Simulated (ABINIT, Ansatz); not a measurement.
# How the form of the self-energy moves the gap of CsCaF3 (Pm-3m)

Aim: compare treatments of exchange, screening and correlation for the gap of CsCaF3 (Pm-3m).

Program: ABINIT 10.8.3. Level of theory: LDA and many-body steps on it, plane waves. Results are calculated unless marked as measured.

## 1. Set-up

It takes space group Pm-3m (No. 221, cubic). Conventional cell: a = 4.521 Å, b = 4.521 Å, c = 4.521 Å, α = 90.00°, β = 90.00°, γ = 90.00°. Cs has 12 F at 3.20 Å nearest. Nearest to Ca lie 6 F at 2.26 Å. F has 2 Ca at 2.26 Å and 4 Cs at 3.20 Å nearest. Farther neighbours and most contacts between anions are not listed.

The cell and positions are those that the Materials Project relaxed with its own functionals (PBE, PBE+U or r2SCAN), kept fixed. Spin-orbit coupling is left out unless a step names it.

## 2. Empty states on the mesh, 2×2×2 mesh, 186 bands

This step: ABINIT 10.8.3; DFT, LDA, plane waves, norm-conserving pseudopotentials.

The sums over transitions need many empty states on a uniform mesh; this step solves for them.

File run.abi:

```
acell 3*1.0 Angstrom
rprim 
  4.520531030000 0.000000000000 0.000000000000
  0.000000000000 4.520531030000 0.000000000000
  0.000000000000 0.000000000000 4.520531030000
ntypat 3
znucl 55 20 9
natom 5
typat 1 2 3 3 3
xred 
  0.000000000000 0.000000000000 0.000000000000
  0.500000000000 0.500000000000 0.500000000000
  0.000000000000 0.500000000000 0.500000000000
  0.500000000000 0.000000000000 0.500000000000
  0.500000000000 0.500000000000 0.000000000000
pp_dirpath "pseudos"
pseudos "Cs.upf, Ca.upf, F.upf"
ecut 36
ngkpt 2 2 2
nshiftk 1
shiftk 0 0 0
kptopt 1
chksymbreak 0
iscf -2
irdden 1
istwfk *1
nband 186
nbdbuf 16
tolwfr 1e-09
nstep 60
prtvol 0
indata_prefix "in"
outdata_prefix "out"
tmpdata_prefix "tmp"
```

Command:

```bash
$ OMP_NUM_THREADS=1 mpirun -n 4 abinit run.abi > log
```

Numbers of over 12 decimals in the logs are rounded to 6 here.

The program printed:

```text
.Version 10.8.3 of ABINIT. v10.8.2 released Aug 2026.

 Symmetries : space group Pm -3 m (#221); Bravais cP (primitive cubic)
[... echo of the input left out ...]
== DATASET  1 ==================================================================
-   mpi_nproc: 4, omp_nthreads: 1 (-1 if OMP is not activated)

--- !DatasetInfo
iteration_state: {dtset: 1, }
dimensions: {natom: 5, nkpt: 4, mband: 186, nsppol: 1, nspinor: 1, nspden: 1, mpw: 6488, }
cutoff_energies: {ecut:  36.0, pawecutdg:  -1.0, }
[...]
2.72745    2.72825    2.72825    2.72825    2.73896    2.73896    2.73896    2.77099
   2.77099    2.77099    2.79465    2.79465    2.79466    2.82647    2.82686    2.86392
   2.86508    2.86565
 prteigrs : prtvol=0 or 1, do not print more k-points.

== END DATASET(S) ==============================================================
================================================================================

 -outvars: echo values of variables after computation  --------
            nband         186
             nkpt           4
          spgroup         221
 [... the other variables as echoed above ...]

 Calculation completed.
```

Elapsed: 57 s, on 4 MPI ranks of Arm Neoverse V1, shared host; peak memory 0.43 GiB; 3.8 min of CPU time.

This step gave:

```
gap                                                           : 6.840 eV
k of the valence top                                          : 0.5, 0.5, 0.5
k of the conduction bottom                                    : 0, 0, 0
least direct gap                                              : 6.864 eV
k points computed                                             : 4
lowest point of the top converged band, above the valence top : 74.0585 eV
```

On this mesh the gap is 6.840 eV.

The density comes from a self-consistent run that is not shown.

## 3. Screening, 2×2×2 mesh, 81 bands, screening to 114.3 eV

The RPA dielectric matrix is built and inverted for each q.

This step: RPA screening on LDA, plane waves, norm-conserving pseudopotentials.

Changes to run.abi since step 2:

```diff
@@ -23,10 +23,11 @@
 chksymbreak 0
-iscf -2
-irdden 1
 istwfk *1
-nband 186
-nbdbuf 16
-tolwfr 1e-09
-nstep 60
-prtvol 0
+occopt 1
+irdwfk 1
+optdriver 3
+nband 81
+ecuteps 4.2
+inclvkb 2
+awtr 1
+symchi 1
 indata_prefix "in"
```

The program printed:

```text
.Version 10.8.3 of ABINIT. v10.8.2 released Aug 2026.

 Symmetries : space group Pm -3 m (#221); Bravais cP (primitive cubic)
[... echo of the input left out ...]
== DATASET  1 ==================================================================
-   mpi_nproc: 4, omp_nthreads: 1 (-1 if OMP is not activated)

--- !DatasetInfo
iteration_state: {dtset: 1, }
dimensions: {natom: 5, nkpt: 4, mband: 81, nsppol: 1, nspinor: 1, nspden: 1, mpw: 6488, }
cutoff_energies: {ecut:  36.0, pawecutdg:  -1.0, }
electrons: {nelect:   4.00000000E+01, charge:   0.00000000E+00, occopt:   1.00000000E+00, tsmear:   1.00000000E-02, }

 SCREENING: Calculation of the susceptibility and dielectric matrices

 Based on a program developped by R.W. Godby, V. Olevano, G. Onida, and L. Reining.
 Incorporated in ABINIT by V. Olevano, G.-M. Rignanese, and M. Torrent.
.Using double precision arithmetic ; gwpc =  8

[... cell and pseudopotentials left out ...]
--------------------------------------------------------------------------------

 ==== K-mesh for the wavefunctions ====
 Number of points in the irreducible wedge :     4
[... list of points left out ...]
 Together with 48 symmetry operations and time-reversal symmetry
 yields     8 points in the full Brillouin Zone.

 ==== Q-mesh for the screening function ====
 Number of points in the irreducible wedge :     4
[... list of points left out ...]
 Together with 48 symmetry operations and time-reversal symmetry
 yields     8 points in the full Brillouin Zone.

 setmesh: FFT mesh size selected  =    32x   32x   32
          total number of points  =        32768

 vcoul_init : cutoff-mode = AUXILIARY_FUNCTION
 q-points for optical limit:   1
     1)      0.000010    0.000020    0.000030

- screening: taking advantage of time-reversal symmetry
- Maximum band index for partially occupied states nbvw = 20
- Remaining bands to be divided among processors   nbcw = 61
- Number of bands treated by each node ~15

 Number of electrons calculated from density =   40.0000; Expected =   40.0000
 average of density, n =  0.064165
 r_s =    1.5495
 omega_plasma =   24.4345 [eV]

 calculating chi0 at frequencies [eV] :
  1    0.000000E+00    0.000000E+00
  2    0.000000E+00    2.443448E+01

--------------------------------------------------------------------------------
  q-point number  1        q = ( 0.000000, 0.000000, 0.000000) [r.l.u.]
--------------------------------------------------------------------------------
[... chi0 elements left out ...]
 For q-point:  0.000010 0.000020 0.000030
  dielectric constant =   2.3854
  dielectric constant without local fields =   2.6395

  Average fulfillment of the sum rule on Im[epsilon] for q-point    1 :     41.24  [%]
[... wings left out ...]
  q-point number  2        q = ( 0.500000, 0.000000, 0.000000) [r.l.u.]
--------------------------------------------------------------------------------
[... chi0 elements left out ...]
  Average fulfillment of the sum rule on Im[epsilon] for q-point    2 :     49.79  [%]

 [... 2 further q-points ...]
```

Run time: 13 s. Hardware: 4 MPI ranks; peak memory 0.92 GiB.

Numbers from this step:

```
ε∞ with local fields, on this mesh, along the program's q direction : 2.385
the same without local fields                                       : 2.639
plasma frequency                                                    : 24.43 eV
plane waves in the screening matrix                                 : 251
```

Local fields lower ε∞ by 10 %. On a Γ-centred mesh this coarse the value itself is usually too large, while a short band sum pulls it down.

## 4. G0W0, Godby-Needs plasmon pole

The self-energy is evaluated for the states that the input lists, and the levels follow from it, in one-shot runs by the linearised quasiparticle equation.

This step: G0W0 on LDA, plane waves, norm-conserving pseudopotentials.

Changes to run.abi since step 3:

```diff
@@ -26,8 +26,17 @@
 irdwfk 1
-optdriver 3
+optdriver 4
 nband 81
+gwcalctyp 0
+ecutsigx 36
+symsigma 1
+nkptgw 2
+kptgw 
+  0.5000000000 0.5000000000 0.5000000000
+  0.0000000000 0.0000000000 0.0000000000
+bdgw 
+  18 23
+  18 23
 ecuteps 4.2
-inclvkb 2
-awtr 1
-symchi 1
+irdscr 1
+ppmodel 1
 indata_prefix "in"
```

The program printed:

```text
.Version 10.8.3 of ABINIT. v10.8.2 released Aug 2026.

 Symmetries : space group Pm -3 m (#221); Bravais cP (primitive cubic)
[... echo of the input left out ...]
== DATASET  1 ==================================================================
-   mpi_nproc: 4, omp_nthreads: 1 (-1 if OMP is not activated)

--- !DatasetInfo
iteration_state: {dtset: 1, }
dimensions: {natom: 5, nkpt: 4, mband: 81, nsppol: 1, nspinor: 1, nspden: 1, mpw: 6488, }
cutoff_energies: {ecut:  36.0, pawecutdg:  -1.0, }
electrons: {nelect:   4.00000000E+01, charge:   0.00000000E+00, occopt:   1.00000000E+00, tsmear:   1.00000000E-02, }

 SIGMA: Calculation of the GW corrections

 Based on a program developped by R.W. Godby, V. Olevano, G. Onida, and L. Reining.
 Incorporated in ABINIT by V. Olevano, G.-M. Rignanese, and M. Torrent.
.Using double precision arithmetic ; gwpc =  8

[... cell and pseudopotentials left out ...]
--------------------------------------------------------------------------------

 ==== K-mesh for the wavefunctions ====
 Number of points in the irreducible wedge :     4
[... list of points left out ...]
 Together with 48 symmetry operations and time-reversal symmetry
 yields     8 points in the full Brillouin Zone.

 ==== Q-mesh for screening function ====
 Number of points in the irreducible wedge :     4
[... list of points left out ...]
 Together with 48 symmetry operations and time-reversal symmetry
 yields     8 points in the full Brillouin Zone.

 vcoul_init : cutoff-mode = AUXILIARY_FUNCTION
 q-points for optical limit:   1
     1)      0.000010    0.000020    0.000030
 setmesh: FFT mesh size selected  =    48x   48x   48
          total number of points  =       110592

 Number of electrons calculated from density =   40.0000; Expected =   40.0000
 average of density, n =  0.064165
 r_s =    1.5495
 omega_plasma =   24.4345 [eV]

 === KS Band Gaps ===
  >>>> For spin  1
   Minimum direct gap =   6.8644 [eV], located at k-point      :   0.0000  0.0000  0.0000
   Fundamental gap    =   6.8403 [eV], Top of valence bands at :   0.5000  0.5000  0.5000
                                       Bottom of conduction at :   0.0000  0.0000  0.0000
 SIGMA fundamental parameters:
 PLASMON POLE MODEL  1
 number of plane-waves for SigmaX                 6451
 number of plane-waves for SigmaC and W            251
 number of plane-waves for wavefunctions          6451
 number of bands                                    81
 number of independent spin polarizations            1
 number of spinorial components                      1
 number of k-points in IBZ                           4
 number of q-points in IBZ                           4
 number of symmetry operations                      48
 number of k-points in BZ                            8
 number of q-points in BZ                            8
 number of frequencies for dSigma/dE                 9
 frequency step for dSigma/dE [eV]                0.25
 number of omega for Sigma on real axis              0
 max omega for Sigma on real axis  [eV]           0.00
 zcut for avoiding poles [eV]                     0.10

 EPSILON^-1 parameters (SCR file):
 dimension of the eps^-1 matrix on file            251
 dimension of the eps^-1 matrix used               251
 number of plane-waves for wavefunctions          6451
 number of bands                                    81
 number of q-points in IBZ                           4
 number of frequencies                               2
 number of real frequencies                          1
 number of imag frequencies                          1

 matrix elements of self-energy operator (all in [eV])

 Perturbative Calculation

--- !SelfEnergy_ee
iteration_state: {dtset: 1, }
kpoint     : [   0.500,    0.500,    0.500, ]
spin       : 1
KS_gap     :    8.824
QP_gap     :   12.475
Delta_QP_KS:    3.651
data: !SigmaeeData |
     Band     E0 <VxcDFT>   SigX SigC(E0)      Z dSigC/dE  Sig(E)    E-E0       E
       18   0.152 -21.956 -29.477   5.424   0.794  -0.259 -23.621  -1.665  -1.513
       19   0.152 -21.956 -29.477   5.424   0.794  -0.259 -23.621  -1.665  -1.513
       20   0.152 -21.956 -29.477   5.424   0.794  -0.259 -23.621  -1.665  -1.513
       21   8.976  -9.539  -4.486  -2.796   0.879  -0.137  -7.553   1.986  10.962
       22   8.976  -9.539  -4.486  -2.796   0.879  -0.137  -7.553   1.986  10.962
       23   8.976  -9.539  -4.486  -2.796   0.879  -0.137  -7.553   1.986  10.962

--- !SelfEnergy_ee
iteration_state: {dtset: 1, }
kpoint     : [   0.000,    0.000,    0.000, ]
spin       : 1
KS_gap     :    6.864
QP_gap     :   10.389
Delta_QP_KS:    3.524
data: !SigmaeeData |
     Band     E0 <VxcDFT>   SigX SigC(E0)      Z dSigC/dE  Sig(E)    E-E0       E
[...]
21   6.993  -9.484  -4.516  -2.852   0.883  -0.132  -7.615   1.870   8.862
       22   8.181  -8.906  -3.995  -2.751   0.883  -0.133  -6.999   1.907  10.088
       23   8.181  -8.906  -3.995  -2.751   0.883  -0.133  -6.999   1.907  10.088

== END DATASET(S) ==============================================================
================================================================================

 -outvars: echo values of variables after computation  --------
           etotal      0.0000000000E+00
            nband          81
             nkpt           4
          spgroup         221
 [... the other variables as echoed above ...]

 Calculation completed.
```

Run time: 7.5 s. Hardware: 4 MPI ranks; peak memory 0.78 GiB; 30 s of CPU time.

This step gave:

- G0W0 gap on the points computed: 10.38 eV
- starting gap on the mesh: 6.840 eV
- k of the valence top: 0.5, 0.5, 0.5
- k of the conduction bottom: 0, 0, 0
- Z at the valence top: 0.794
- Z at the conduction bottom: 0.883
- least direct G0W0 gap on the computed points: 10.39 eV

The gap on the mesh goes from 6.84 eV to 10.38 eV, a correction of +3.53 eV.

## 5. G0W0, Engel-Farid plasmon pole

Changes to run.abi since step 4:

```diff
@@ -40,3 +40,3 @@
 irdscr 1
-ppmodel 1
+ppmodel 4
 indata_prefix "in"
```

The program printed:

```text
.Version 10.8.3 of ABINIT. v10.8.2 released Aug 2026.

 Symmetries : space group Pm -3 m (#221); Bravais cP (primitive cubic)
[... echo of the input left out ...]
== DATASET  1 ==================================================================
-   mpi_nproc: 4, omp_nthreads: 1 (-1 if OMP is not activated)

--- !DatasetInfo
iteration_state: {dtset: 1, }
dimensions: {natom: 5, nkpt: 4, mband: 81, nsppol: 1, nspinor: 1, nspden: 1, mpw: 6488, }
cutoff_energies: {ecut:  36.0, pawecutdg:  -1.0, }
electrons: {nelect:   4.00000000E+01, charge:   0.00000000E+00, occopt:   1.00000000E+00, tsmear:   1.00000000E-02, }

 SIGMA: Calculation of the GW corrections

 Based on a program developped by R.W. Godby, V. Olevano, G. Onida, and L. Reining.
 Incorporated in ABINIT by V. Olevano, G.-M. Rignanese, and M. Torrent.
.Using double precision arithmetic ; gwpc =  8

[... cell and pseudopotentials left out ...]
--------------------------------------------------------------------------------

 ==== K-mesh for the wavefunctions ====
 Number of points in the irreducible wedge :     4
[... list of points left out ...]
 Together with 48 symmetry operations and time-reversal symmetry
 yields     8 points in the full Brillouin Zone.

 ==== Q-mesh for screening function ====
 Number of points in the irreducible wedge :     4
[... list of points left out ...]
 Together with 48 symmetry operations and time-reversal symmetry
 yields     8 points in the full Brillouin Zone.

 vcoul_init : cutoff-mode = AUXILIARY_FUNCTION
 q-points for optical limit:   1
     1)      0.000010    0.000020    0.000030
 setmesh: FFT mesh size selected  =    48x   48x   48
          total number of points  =       110592

 Number of electrons calculated from density =   40.0000; Expected =   40.0000
[...]
number of omega for Sigma on real axis              0
 max omega for Sigma on real axis  [eV]           0.00
 zcut for avoiding poles [eV]                     0.10

 EPSILON^-1 parameters (SCR file):
 dimension of the eps^-1 matrix on file            251
 dimension of the eps^-1 matrix used               251
 number of plane-waves for wavefunctions          6451
 number of bands                                    81
 number of q-points in IBZ                           4
 number of frequencies                               2
 number of real frequencies                          1
 number of imag frequencies                          1

 matrix elements of self-energy operator (all in [eV])

 Perturbative Calculation

--- !SelfEnergy_ee
iteration_state: {dtset: 1, }
kpoint     : [   0.500,    0.500,    0.500, ]
spin       : 1
KS_gap     :    8.824
QP_gap     :   12.484
Delta_QP_KS:    3.660
data: !SigmaeeData |
     Band     E0 <VxcDFT>   SigX SigC(E0)      Z dSigC/dE  Sig(E)    E-E0       E
       18   0.152 -21.956 -29.477   5.440   0.817  -0.225 -23.655  -1.699  -1.547
       19   0.152 -21.956 -29.477   5.440   0.817  -0.225 -23.655  -1.699  -1.547
       20   0.152 -21.956 -29.477   5.440   0.817  -0.225 -23.655  -1.699  -1.547
[...]
--- !SelfEnergy_ee
iteration_state: {dtset: 1, }
kpoint     : [   0.000,    0.000,    0.000, ]
spin       : 1
KS_gap     :    6.864
QP_gap     :   10.381
Delta_QP_KS:    3.517
data: !SigmaeeData |
     Band     E0 <VxcDFT>   SigX SigC(E0)      Z dSigC/dE  Sig(E)    E-E0       E
[...]
22   8.181  -8.906  -3.995  -2.794   0.891  -0.122  -7.019   1.887  10.068
       23   8.181  -8.906  -3.995  -2.794   0.891  -0.122  -7.019   1.887  10.068

== END DATASET(S) ==============================================================
================================================================================

 -outvars: echo values of variables after computation  --------
           etotal      0.0000000000E+00
            nband          81
             nkpt           4
          spgroup         221
 [... the other variables as echoed above ...]

 Calculation completed.
```

Run time: 5.6 s. Hardware: 4 MPI ranks; peak memory 0.22 GiB; 22 s of CPU time.

This step gave:

- G0W0 gap on the points computed: 10.37 eV
- starting gap on the mesh: 6.840 eV
- k of the valence top: 0.5, 0.5, 0.5
- k of the conduction bottom: 0, 0, 0
- Z at the valence top: 0.817
- Z at the conduction bottom: 0.894
- least direct G0W0 gap on the computed points: 10.38 eV

Against G0W0 in ABINIT (2×2×2 mesh, 81 bands, screening to 114.3 eV, Godby-Needs plasmon pole), the gap moves by −0.008 eV.

## 6. G0W0, Hybertsen-Louie plasmon pole

Changes to run.abi since step 5:

```diff
@@ -40,3 +40,3 @@
 irdscr 1
-ppmodel 4
+ppmodel 2
 indata_prefix "in"
```

The program printed:

```text
.Version 10.8.3 of ABINIT. v10.8.2 released Aug 2026.

 Symmetries : space group Pm -3 m (#221); Bravais cP (primitive cubic)
[... echo of the input left out ...]
== DATASET  1 ==================================================================
-   mpi_nproc: 4, omp_nthreads: 1 (-1 if OMP is not activated)

--- !DatasetInfo
iteration_state: {dtset: 1, }
dimensions: {natom: 5, nkpt: 4, mband: 81, nsppol: 1, nspinor: 1, nspden: 1, mpw: 6488, }
cutoff_energies: {ecut:  36.0, pawecutdg:  -1.0, }
[...]
Band     E0 <VxcDFT>   SigX SigC(E0)      Z dSigC/dE  Sig(E)    E-E0       E
[...]
22   8.181  -8.906  -3.995  -2.926   0.913  -0.096  -7.094   1.811   9.993
       23   8.181  -8.906  -3.995  -2.926   0.913  -0.096  -7.094   1.811   9.993

== END DATASET(S) ==============================================================
================================================================================

 -outvars: echo values of variables after computation  --------
           etotal      0.0000000000E+00
            nband          81
             nkpt           4
          spgroup         221
 [... the other variables as echoed above ...]

 Calculation completed.
```

It took 7.4 s on 4 MPI ranks; peak memory 0.77 GiB; 29 s of CPU time.

This step gave:

* G0W0 gap on the points computed: 11.14 eV
* starting gap on the mesh: 6.840 eV
* k of the valence top: 0, 0, 0
* k of the conduction bottom: 0, 0, 0
* least direct G0W0 gap on the computed points: 11.14 eV

Against G0W0 in ABINIT (2×2×2 mesh, 81 bands, screening to 114.3 eV, Godby-Needs plasmon pole), the gap moves by +0.765 eV.

[end of part 1 of 2]

[Paths, hosts, dates, memory and timing lines, banners, echoed tables and standing remarks are left out of the program output.]

[Logs are printed without paths, hosts, clocks, repeated set-up lines and the standing remarks that a program may print on its own settings, such as how far it seeks lower states.]

[Runs of the session that timed out or met a known fault of the program may be left out.]

[Hosts, paths, dates, database ids (printed as entryN), source tags and the programs' standing remarks are cut or masked in the printed files.]

[G0W0 gaps are taken among the corrected bands and points alone; a level outside them can change the order at an edge.]

[Where Ansatz stands beside ABINIT at settings called matched, ABINIT's density can come from a denser mesh and the files from another edition; pairs whose starting gaps differed by over 0.03 eV were left out, so agreement reads better than it is.]
